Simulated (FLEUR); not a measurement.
## VSe2: energy over the lowest against total spin moment, fitted and tested on a withheld row

The database entry behind the starting cell differs from later determinations by our own check (c about 0.5 % long), so it need not match the best structure at ambient conditions.

System: VSe2, 1 V and 2 Se in the cell, space group P-3m1. Cell as run: a = 3.355, b = 3.355, c = 6.134 Å, angles 90.0, 90.0, 120.0°, 3 atoms. From the study “VSe2: energy against a fixed spin moment”.

Method: LDA (VWN); all-electron FLAPW, Dirac cores, scalar-relativistic bands (FLEUR MaX-R8.1). Settings shared by all rows: kmax 3.6 1/bohr, hist occupations, smearing width 0.05 eV, 8×8×4 k-mesh.

Computed values, one withheld:

```csv
total spin moment (μB a cell),energy over the lowest (meV a cell)
0,11.82
0.208,10.09
0.416,?
0.624,0.08
0.64833,0.00
0.832,6.09
1.04,32.19
1.248,81.58
```

Fit the rows given and predict the energy over the lowest at total spin moment = 0.416 μB a cell.

**Law.** Time reversal makes the energy at fixed moment even in the moment, so it is expanded as a Landau series in M². In symbols, E = c0 + c2 M² + c4 M⁴ + c6 M⁶, with energy over the lowest in meV a cell.

**Fit.** Least squares on 7 rows gives c0 = 12.2921, c2 = -66.0918, c4 = 93.4964 and c6 = -14.4319.

```csv
total spin moment (μB a cell),computed,fit,computed − fit
0,11.82,12.292,-0.472
0.208,10.09,9.607,0.483
0.624,0.08,-0.119,0.199
0.64833,0.00,-0.041,0.041
0.832,6.09,6.556,-0.466
1.04,32.19,31.924,0.266
1.248,81.58,81.632,-0.052
```

The fit has a minimum at M = 0.623 μB a cell. Its quadratic term is negative, which makes M = 0 a maximum of the fitted curve.

**Prediction.** At total spin moment = 0.416 μB a cell the law predicts 3.580 meV a cell. The computed value is 5.03 meV a cell, 1.450 above the prediction. The row lies between fitted rows, so this is an interpolation. The miss is 4.3 times the rms residual of the fit, 0.336.

So the prediction fails: the law follows the fitted rows but not this one.

[Logs and program files are shortened in this print: banners, set-up blocks, solver, clock and traceback lines can be left out without a mark of their own.]

[Logs are printed without paths, hosts, clocks, repeated set-up lines and the standing remarks that a program may print on its own settings, such as how far it seeks lower states.]

[Hosts, paths, dates, database ids (printed as entryN), source tags and the programs' standing remarks are cut or masked in the printed files.]

[Where a cell is said to come from a database of computed structures, the database is the Materials Project.]
